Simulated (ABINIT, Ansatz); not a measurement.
# HfO2 (Fm-3m): zone-centre phonons

Aim: the zone-centre modes of HfO2 (Fm-3m).

Method: DFT LDA, scalar-relativistic, plane waves, PseudoDojo stringent norm-conserving pseudopotentials, in ABINIT 10.8.3.

## (1) The structure

The structure is cubic, space group Fm-3m (No. 225). The conventional cell has a = 5.115 Å, b = 5.115 Å, c = 5.115 Å, α = 90.00°, β = 90.00°, γ = 90.00°. Nearest to Hf lie 8 O at 2.21 Å. Nearest to O lie 4 Hf at 2.21 Å. Farther neighbours and most contacts between anions are not listed.

As a file:

```cif
data_structure
_symmetry_space_group_name_H-M 'P 1'
_symmetry_Int_Tables_number 1
_cell_length_a 3.6169
_cell_length_b 3.6169
_cell_length_c 3.6169
_cell_angle_alpha 60.000
_cell_angle_beta 60.000
_cell_angle_gamma 60.000
_cell_volume 33.46
loop_
_atom_site_label
_atom_site_type_symbol
_atom_site_fract_x
_atom_site_fract_y
_atom_site_fract_z
_atom_site_occupancy
Hf1 Hf 0.00000 0.00000 0.00000 1
O2 O 0.25000 0.25000 0.25000 1
O3 O 0.75000 0.75000 0.75000 1
```

## (2) A probe with smearing

A first run with smearing and empty bands tells whether the crystal has a gap, which decides between fixed occupations and smearing later on.

File probe.abi:

```
# ground state
tolvrs 1.0d-08
prtden 1
prtwf 1

# basis, mesh and filling
ecut 62.0
ngkpt 6 6 6
nshiftk 1
shiftk 0.0 0.0 0.0
istwfk *1
occopt 7
tsmear 0.005
nband 27
nstep 100
diemac 9.0
prtebands 0
prtgsr 0
useylm 1

# cell and atoms
acell 6.834858175 6.834858175 6.834858175
rprim 
    0.0 0.7071067812 0.7071067812
    0.7071067812 0.0 0.7071067812
    0.7071067812 0.7071067812 0.0
ntypat 2
znucl 72 8
natom 3
typat 1 2 2
xred 
    0.0 0.0 0.0
    0.25 0.25 0.25
    0.75 0.75 0.75
pp_dirpath "./pseudo"
pseudos "Hf.upf, O.upf"
```

On the command line:

```sh
OMP_NUM_THREADS=1 mpirun -n 4 abinit probe.abi > probe.log
```

Numbers of over 12 decimals in the logs are rounded to 6 here.

probe.abo, the main output file:

```text
[banners, grids, parts of the stress and lines that vanish by symmetry left out]
- input  file    -> probe.abi
- output file    -> probe.abo
- root for input  files -> probei
[...]
Symmetries : space group Fm -3 m (#225); Bravais cF (face-center cubic)
[...]
mpw =        5290          nfft =      125000          nkpt =          16
[...]
== DATASET  1 ==================================================================
[...]
cutoff_energies: {ecut:  62.0, pawecutdg:  -1.0, }
[...]
ETOT  1  -300.25213036619    -3.003E+02 1.094E+00 8.251E+04
 ETOT  2  -277.77008015584     2.248E+01 4.209E-01 4.287E+05
 ETOT  3  -315.52156273479    -3.775E+01 2.123E-01 1.520E+04
 ETOT  4  -316.39594165452    -8.744E-01 5.060E-02 1.146E+04
 ETOT  5  -316.52849118325    -1.325E-01 6.300E-03 1.015E+04
[...]
ETOT 15  -317.51521694298    -1.134E-10 2.536E-05 3.773E-08
 ETOT 16  -317.51521694299    -1.296E-11 2.125E-05 4.409E-10
 At SCF step   16       vres2   =  4.41E-10 < tolvrs=  1.00E-08 =>converged.
[...]
sigma(1 1)=  6.11395482E-04  sigma(3 2)=  0.00000000E+00
  sigma(2 2)=  6.11395482E-04  sigma(3 1)=  0.00000000E+00
  sigma(3 3)=  6.11395482E-04  sigma(2 1)=  0.00000000E+00
[...]
convergence: {deltae: -1.296E-11, res2:  4.409E-10, residm:  2.125E-05, diffor: null, }
etotal    :  -3.17515217E+02
[...]
sigma(1 1)=  6.11395482E-04  sigma(3 2)=  0.00000000E+00
  sigma(2 2)=  6.11395482E-04  sigma(3 1)=  0.00000000E+00
  sigma(3 3)=  6.11395482E-04  sigma(2 1)=  0.00000000E+00
[...]
- sigma(1 1)=  1.79878761E+01  sigma(3 2)=  0.00000000E+00
- sigma(2 2)=  1.79878761E+01  sigma(3 1)=  0.00000000E+00
- sigma(3 3)=  1.79878761E+01  sigma(2 1)=  0.00000000E+00
[...]
fcart     -1.4508863728E-31  3.6272159321E-31 -4.0806179236E-31
           strten      6.1139548185E-04  6.1139548185E-04  6.1139548185E-04
================================================================================

[key lines of the parts left out:]
pressure_GPa:  -1.7988E+01
```

Elapsed: 37 s, on 4 MPI ranks of Arm Neoverse V1, shared host.

Numbers from this step:

- volume per atom: 11.15 Å³
- pressure: -17.99 GPa
- gap on the k-mesh: 3.510 eV

A gap of 3.5 eV opens on this mesh, so the crystal is taken as an insulator; the printed pressure holds the stress of the finite basis too.

## (3) Relaxing the cell and atoms

The harmonic expansion needs vanishing forces, and a free crystal bears no stress, so cell and atoms are brought to rest. Stress is more sensitive to the basis than forces are: the last 3 Ha under the cutoff are smoothed with ecutsm, and the cutoff is raised above that of the later runs.

File relax.abi:

```
# relaxation
ionmov 2
optcell 2
dilatmx 1.08
ntime 40
tolmxf 1.0d-05
tolvrs 1.0d-14
prtwf 0
prtden 0
chksymtnons 0

# basis, mesh and filling
ecut 74.0
ecutsm 3.0
ngkpt 6 6 6
nshiftk 1
shiftk 0.0 0.0 0.0
istwfk *1
occopt 1
nband 19
nstep 100
diemac 9.0
prtebands 0
prtgsr 0
useylm 1

# cell and atoms
acell 6.834858175 6.834858175 6.834858175
rprim 
    0.0 0.7071067812 0.7071067812
    0.7071067812 0.0 0.7071067812
    0.7071067812 0.7071067812 0.0
ntypat 2
znucl 72 8
natom 3
typat 1 2 2
xred 
    0.0 0.0 0.0
    0.25 0.25 0.25
    0.75 0.75 0.75
pp_dirpath "./pseudo"
pseudos "Hf.upf, O.upf"
```

On the command line:

```sh
OMP_NUM_THREADS=1 mpirun -n 4 abinit relax.abi > relax.log
```

relax.abo, the main output file:

```text
[banners, grids, parts of the stress and lines that vanish by symmetry left out]
- input  file    -> relax.abi
- output file    -> relax.abo
- root for input  files -> relaxi
[...]
Symmetries : space group Fm -3 m (#225); Bravais cF (face-center cubic)
[...]
mpw =        8682          nfft =      216000          nkpt =          16
[...]
== DATASET  1 ==================================================================
[...]
cutoff_energies: {ecut:  74.0, pawecutdg:  -1.0, }
[...]
ETOT  1  -267.02148562161    -2.670E+02 3.109E-01 4.786E+05
 ETOT  2  -233.78741090484     3.323E+01 1.329E+01 1.640E+06
 ETOT  3  -291.69676078855    -5.791E+01 4.773E-01 4.186E+05
 ETOT  4  -306.90312385747    -1.521E+01 6.011E-02 1.742E+05
 ETOT  5  -315.52145532415    -8.618E+00 2.857E-01 2.925E+04
[...]
At SCF step   28       vres2   =  3.84E-15 < tolvrs=  1.00E-14 =>converged.
[...]
sigma(1 1)=  5.84551408E-04  sigma(3 2)=  0.00000000E+00
  sigma(2 2)=  5.84551408E-04  sigma(3 1)=  0.00000000E+00
  sigma(3 3)=  5.84551408E-04  sigma(2 1)=  0.00000000E+00
[...]
convergence: {deltae:  2.308E-11, res2:  3.839E-15, residm:  5.112E-19, diffor: null, }
etotal    :  -3.17515433E+02
[...]
ETOT  1  -317.22952189809    -3.172E+02 4.509E+10 7.762E+03
[...]
At SCF step   20       vres2   =  4.94E-16 < tolvrs=  1.00E-14 =>converged.
[...]
sigma(1 1)=  1.59661624E-04  sigma(3 2)=  0.00000000E+00
  sigma(2 2)=  1.59661624E-04  sigma(3 1)=  0.00000000E+00
  sigma(3 3)=  1.59661624E-04  sigma(2 1)=  0.00000000E+00
[...]
convergence: {deltae:  3.979E-13, res2:  4.941E-16, residm:  2.429E-11, diffor: null, }
etotal    :  -3.17519895E+02
[...]
ETOT  1  -317.48958193861    -3.175E+02 7.612E-03 9.263E+02
[...]
At SCF step   19       vres2   =  7.32E-17 < tolvrs=  1.00E-14 =>converged.
[...]
sigma(1 1)= -1.58212573E-05  sigma(3 2)=  0.00000000E+00
  sigma(2 2)= -1.58212573E-05  sigma(3 1)=  0.00000000E+00
  sigma(3 3)= -1.58212573E-05  sigma(2 1)=  0.00000000E+00
[...]
convergence: {deltae:  1.552E-11, res2:  7.324E-17, residm:  1.803E-20, diffor: null, }
etotal    :  -3.17520187E+02
[...]
ETOT  1  -317.51996564940    -3.175E+02 8.736E-08 7.000E+00
[...]
At SCF step   13       vres2   =  4.89E-15 < tolvrs=  1.00E-14 =>converged.
[...]
sigma(1 1)=  3.47223913E-07  sigma(3 2)=  0.00000000E+00
  sigma(2 2)=  3.47223912E-07  sigma(3 1)=  0.00000000E+00
  sigma(3 3)=  3.47223912E-07  sigma(2 1)=  0.00000000E+00
[...]
convergence: {deltae:  3.979E-12, res2:  4.892E-15, residm:  7.358E-18, diffor: null, }
etotal    :  -3.17520190E+02
[...]
ETOT  1  -317.52018976398    -3.175E+02 3.796E-11 3.246E-03
[...]
ETOT  8  -317.52018986810    -2.046E-12 2.084E-16 6.373E-13
 ETOT  9  -317.52018986817    -6.889E-11 2.765E-17 6.485E-15
 At SCF step    9       vres2   =  6.49E-15 < tolvrs=  1.00E-14 =>converged.
[...]
sigma(1 1)=  8.45952204E-10  sigma(3 2)=  0.00000000E+00
  sigma(2 2)=  8.45952183E-10  sigma(3 1)=  0.00000000E+00
  sigma(3 3)=  8.45952183E-10  sigma(2 1)=  0.00000000E+00
[...]
convergence: {deltae: -6.889E-11, res2:  6.485E-15, residm:  2.765E-17, diffor: null, }
etotal    :  -3.17520190E+02
[...]
At Broyd/MD step   5, gradients are converged :
[...]
sigma(1 1)=  8.45952204E-10  sigma(3 2)=  0.00000000E+00
  sigma(2 2)=  8.45952183E-10  sigma(3 1)=  0.00000000E+00
  sigma(3 3)=  8.45952183E-10  sigma(2 1)=  0.00000000E+00
[...]
- sigma(1 1)=  2.48887731E-05  sigma(3 2)=  0.00000000E+00
- sigma(2 2)=  2.48887725E-05  sigma(3 1)=  0.00000000E+00
- sigma(3 3)=  2.48887725E-05  sigma(2 1)=  0.00000000E+00
[...]
fcart     -2.2742852370E-31 -4.1772585985E-32  3.2953928944E-31
           strten      8.4595220412E-10  8.4595218330E-10  8.4595218330E-10
================================================================================

[key lines of the parts left out:]
pressure_GPa:  -2.4889E-05
Total energy (etotal) [Ha]= -3.17520189868166E+02
```

The job ended after 3.6 min (4 MPI ranks).

Relaxation path:

```tsv
step	energy less that of the first step (eV)	largest force (eV/Å)	volume (Å³)
1	0.0000	0.0000	33.46
2	-0.1214	0.0000	31.73
3	-0.1294	0.0000	31.14
4	-0.1294	0.0000	31.19
5	-0.1294	0.0000	31.19
```

```tsv
conventional cell, symmetrised	before	after	change
a (Å)	5.115	4.997	-2.3 %
b (Å)	5.115	4.997	-2.3 %
c (Å)	5.115	4.997	-2.3 %
volume (Å³/atom)	11.15	10.40	-6.8 %
```

Final coordinates:

```xyz
3
Lattice="0.0000 2.4983 2.4983 2.4983 0.0000 2.4983 2.4983 2.4983 0.0000" Properties=species:S:1:pos:R:3 pbc="T T T"
Hf    0.0000    0.0000    0.0000
O     1.2492    1.2492    1.2492
O     3.7475    3.7475    3.7475
```

This step gave:

```yaml
volume_per_atom: 10.40 Å³
pressure: -2.49e-5 GPa
```

The volume changes by -6.8 % in this run and stands -6.8 % from the first cell.

## (4) Ground state

First-order wavefunctions inherit every error of the ground state, hence the very tight tolvrs. The mesh is shifted off Γ, since shifted meshes converge sums over the zone faster.

File gs.abi:

```
# ground state
tolvrs 1.0d-16
prtden 1
prtwf 1

# basis, mesh and filling
ecut 62.0
ngkpt 6 6 6
nshiftk 4
shiftk 
    0.5 0.5 0.5
    0.5 0.0 0.0
    0.0 0.5 0.0
    0.0 0.0 0.5
istwfk *1
occopt 1
nband 19
nstep 100
diemac 9.0
prtebands 0
prtgsr 0
useylm 1

# cell and atoms
acell 6.676734063 6.676734063 6.676734063
rprim 
    0.0 0.7071067812 0.7071067812
    0.7071067812 0.0 0.7071067812
    0.7071067812 0.7071067812 0.0
ntypat 2
znucl 72 8
natom 3
typat 1 2 2
xred 
    0.0 0.0 0.0
    0.25 0.25 0.25
    0.75 0.75 0.75
pp_dirpath "./pseudo"
pseudos "Hf.upf, O.upf"
```

On the command line:

```sh
OMP_NUM_THREADS=1 mpirun -n 4 abinit gs.abi > gs.log
```

gs.abo, the main output file:

```text
[banners, grids, parts of the stress and lines that vanish by symmetry left out]
- input  file    -> gs.abi
- output file    -> gs.abo
- root for input  files -> gsi
[...]
Symmetries : space group Fm -3 m (#225); Bravais cF (face-center cubic)
[...]
mpw =        4942          nfft =      110592          nkpt =          28
[...]
== DATASET  1 ==================================================================
[...]
cutoff_energies: {ecut:  62.0, pawecutdg:  -1.0, }
[...]
ETOT  1  -269.05266748345    -2.691E+02 6.076E-01 2.424E+05
 ETOT  2  -237.36640147958     3.169E+01 1.346E+01 8.452E+05
 ETOT  3  -294.36310197106    -5.700E+01 4.352E-01 2.001E+05
 ETOT  4  -307.05940575411    -1.270E+01 6.375E-02 9.239E+04
 ETOT  5  -315.45854020666    -8.399E+00 4.623E-01 1.661E+04
[...]
ETOT 43  -317.51997493806    -1.472E-11 3.945E-19 8.824E-16
 ETOT 44  -317.51997493805     1.540E-11 3.954E-20 5.567E-17
 At SCF step   44       vres2   =  5.57E-17 < tolvrs=  1.00E-16 =>converged.
[...]
sigma(1 1)=  2.88774540E-05  sigma(3 2)=  0.00000000E+00
  sigma(2 2)=  2.88774540E-05  sigma(3 1)=  0.00000000E+00
  sigma(3 3)=  2.88774540E-05  sigma(2 1)=  0.00000000E+00
[...]
convergence: {deltae:  1.540E-11, res2:  5.567E-17, residm:  3.954E-20, diffor: null, }
etotal    :  -3.17519975E+02
[...]
sigma(1 1)=  2.88774540E-05  sigma(3 2)=  0.00000000E+00
  sigma(2 2)=  2.88774540E-05  sigma(3 1)=  0.00000000E+00
  sigma(3 3)=  2.88774540E-05  sigma(2 1)=  0.00000000E+00
[...]
- sigma(1 1)=  8.49604030E-01  sigma(3 2)=  0.00000000E+00
- sigma(2 2)=  8.49604030E-01  sigma(3 1)=  0.00000000E+00
- sigma(3 3)=  8.49604030E-01  sigma(2 1)=  0.00000000E+00
[...]
fcart     -1.2067635951E-31  1.2067635951E-31 -1.2067635951E-31
           strten      2.8877454023E-05  2.8877454023E-05  2.8877454023E-05
================================================================================

[key lines of the parts left out:]
pressure_GPa:  -8.4960E-01
```

Wall time 88 s (4 MPI ranks); 5.9 min of CPU time.

Numbers from this step:

| Item | Value |
| --- | --- |
| pressure | -0.8496 GPa |

The cell stands at -0.85 GPa: the relaxation ran with a smoothed and higher cutoff and on another k mesh.

## (5) Empty bands

Empty bands on the ground state's density check that the gap assumed so far is there in this cell.

File gap.abi:

```
# empty bands on the ground state's density
iscf -2
getden_filepath "gso_DEN"
tolwfr 1.0d-12
nbdbuf 2
prtwf 0

# basis, mesh and filling
ecut 62.0
ngkpt 8 8 8
nshiftk 1
shiftk 0.0 0.0 0.0
istwfk *1
occopt 1
nband 23
nstep 100
diemac 9.0
prtebands 0
prtgsr 0
useylm 1

# cell and atoms
acell 6.676734063 6.676734063 6.676734063
rprim 
    0.0 0.7071067812 0.7071067812
    0.7071067812 0.0 0.7071067812
    0.7071067812 0.7071067812 0.0
ntypat 2
znucl 72 8
natom 3
typat 1 2 2
xred 
    0.0 0.0 0.0
    0.25 0.25 0.25
    0.75 0.75 0.75
pp_dirpath "./pseudo"
pseudos "Hf.upf, O.upf"
```

On the command line:

```sh
OMP_NUM_THREADS=1 mpirun -n 4 abinit gap.abi > gap.log
```

gap.abo, the main output file:

```text
[banners, grids, parts of the stress and lines that vanish by symmetry left out]
- input  file    -> gap.abi
- output file    -> gap.abo
- root for input  files -> gapi
[...]
Symmetries : space group Fm -3 m (#225); Bravais cF (face-center cubic)
[...]
mpw =        4957          nfft =      110592          nkpt =          29
[...]
== DATASET  1 ==================================================================
[...]
cutoff_energies: {ecut:  62.0, pawecutdg:  -1.0, }
[...]
-outvars: echo values of variables after computation
            acell      6.6767340630E+00  6.6767340630E+00  6.6767340630E+00 Bohr
================================================================================
```

Wall time 30 s (4 MPI ranks); 2 min of CPU time.

Numbers from this step:

```
gap on the k-mesh : 3.675 eV
```

In this cell the gap on the mesh is 3.7 eV, direct, so fixed occupations hold.

## (6) Zone-centre response

The derivative of the wavefunctions by k comes first, since the response to a field is built on it; then the field and the displacements that symmetry doesn't supply are solved at q = 0.

It reads the wavefunctions written in step 4.

File dfpt_gamma.abi:

```
ndtset 2

# common to the responses
getwfk_filepath "gso_WFK"
kptopt 2
nqpt 1
qpt 0.0 0.0 0.0
asr 0
chneut 0

# d/dk
rfelfd1 2
rfdir1 1 1 1
iscf1 -3
tolwfr1 1.0d-20

# displacements, field
rfphon2 1
rfatpol2 1 3
rfdir2 1 1 1
rfelfd2 3
getddk2 1
tolvrs2 1.0d-10
prtwf2 0

# basis, mesh and filling
ecut 62.0
ngkpt 6 6 6
nshiftk 4
shiftk 
    0.5 0.5 0.5
    0.5 0.0 0.0
    0.0 0.5 0.0
    0.0 0.0 0.5
istwfk *1
occopt 1
nband 19
nstep 100
diemac 9.0
prtebands 0
prtgsr 0
useylm 1

# cell and atoms
acell 6.676734063 6.676734063 6.676734063
rprim 
    0.0 0.7071067812 0.7071067812
    0.7071067812 0.0 0.7071067812
    0.7071067812 0.7071067812 0.0
ntypat 2
znucl 72 8
natom 3
typat 1 2 2
xred 
    0.0 0.0 0.0
    0.25 0.25 0.25
    0.75 0.75 0.75
pp_dirpath "./pseudo"
pseudos "Hf.upf, O.upf"
```

On the command line:

```sh
OMP_NUM_THREADS=1 mpirun -n 4 abinit dfpt_gamma.abi > dfpt_gamma.log
```

dfpt_gamma.abo, the main output file:

```text
[banners, grids, parts of the stress and lines that vanish by symmetry left out]
- input  file    -> dfpt_gamma.abi
- output file    -> dfpt_gamma.abo
- root for input  files -> dfpt_gammai
[...]
DATASET    1 : space group Fm -3 m (#225); Bravais cF (face-center cubic)
[...]
nfft =      110592          nkpt =         432
[...]
DATASET    2 : space group Fm -3 m (#225); Bravais cF (face-center cubic)
[...]
nfft =      110592          nkpt =         432
[...]
== DATASET  1 ==================================================================
[...]
cutoff_energies: {ecut:  62.0, pawecutdg:  -1.0, }
[...]
-  8.00000   6.00000  201201                  znucl, zion, pspdat
[...]
Perturbation : derivative vs k along direction   1
[...]
-ETOT  1  -98.441208613170     -9.844E+01 2.731E-01 0.000E+00
 ETOT  2  -98.969926453303     -5.287E-01 2.213E-02 0.000E+00
 ETOT  3  -98.987946092225     -1.802E-02 5.202E-04 0.000E+00
 ETOT  4  -98.989104196986     -1.158E-03 5.662E-05 0.000E+00
 ETOT  5  -98.989202083834     -9.789E-05 4.630E-06 0.000E+00
[...]
At SCF step   22   max residual=  9.98E-21 < tolwfr=  1.00E-20 =>converged.
[...]
Perturbation : derivative vs k along direction   2
[...]
-ETOT  1  -98.441208612368     -9.844E+01 2.731E-01 0.000E+00
[...]
At SCF step   22   max residual=  9.99E-21 < tolwfr=  1.00E-20 =>converged.
[...]
Perturbation : derivative vs k along direction   3
[...]
-ETOT  1  -98.441208611565     -9.844E+01 2.731E-01 0.000E+00
[...]
At SCF step   22   max residual=  9.99E-21 < tolwfr=  1.00E-20 =>converged.
[...]
1        1       0.8019562847   -0.0000000000
     1        2       0.4009781424   -0.0000000000
     1        3       0.4009781424   -0.0000000000
     2        1       0.4009781424   -0.0000000000
     2        2       0.8019562847   -0.0000000000
     2        3       0.4009781424   -0.0000000000
     3        1       0.4009781424   -0.0000000000
     3        2       0.4009781424   -0.0000000000
     3        3       0.8019562847   -0.0000000000
[...]
== DATASET  2 ==================================================================
[...]
cutoff_energies: {ecut:  62.0, pawecutdg:  -1.0, }
[...]
Perturbation : displacement of atom   1   along direction   1
[...]
-ETOT  1   213.40065622769     -1.239E+05 1.919E+02 1.322E+05
[...]
At SCF step   17       vres2   =  9.13E-11 < tolvrs=  1.00E-10 =>converged.
[...]
Perturbation : displacement of atom   2   along direction   1
[...]
-ETOT  1   10.831694403158     -2.971E+03 1.667E+00 9.909E+03
[...]
ETOT  7   5.578259     -1.879E-06 1.433E-07 7.203E-04
 ETOT  8   5.578258     -3.171E-07 1.321E-08 9.152E-05
```

The job ended after 35 min (4 MPI ranks).

The run was cut off at its time limit.

(Part 1 of 2 ends here.)

[Host names and launcher messages were left out of these logs when they were recorded.]

[Logs are printed without paths, hosts, clocks, repeated set-up lines and the standing remarks that a program may print on its own settings, such as how far it seeks lower states.]

[Hosts, paths, dates, database ids (printed as entryN), source tags and the programs' standing remarks are cut or masked in the printed files.]
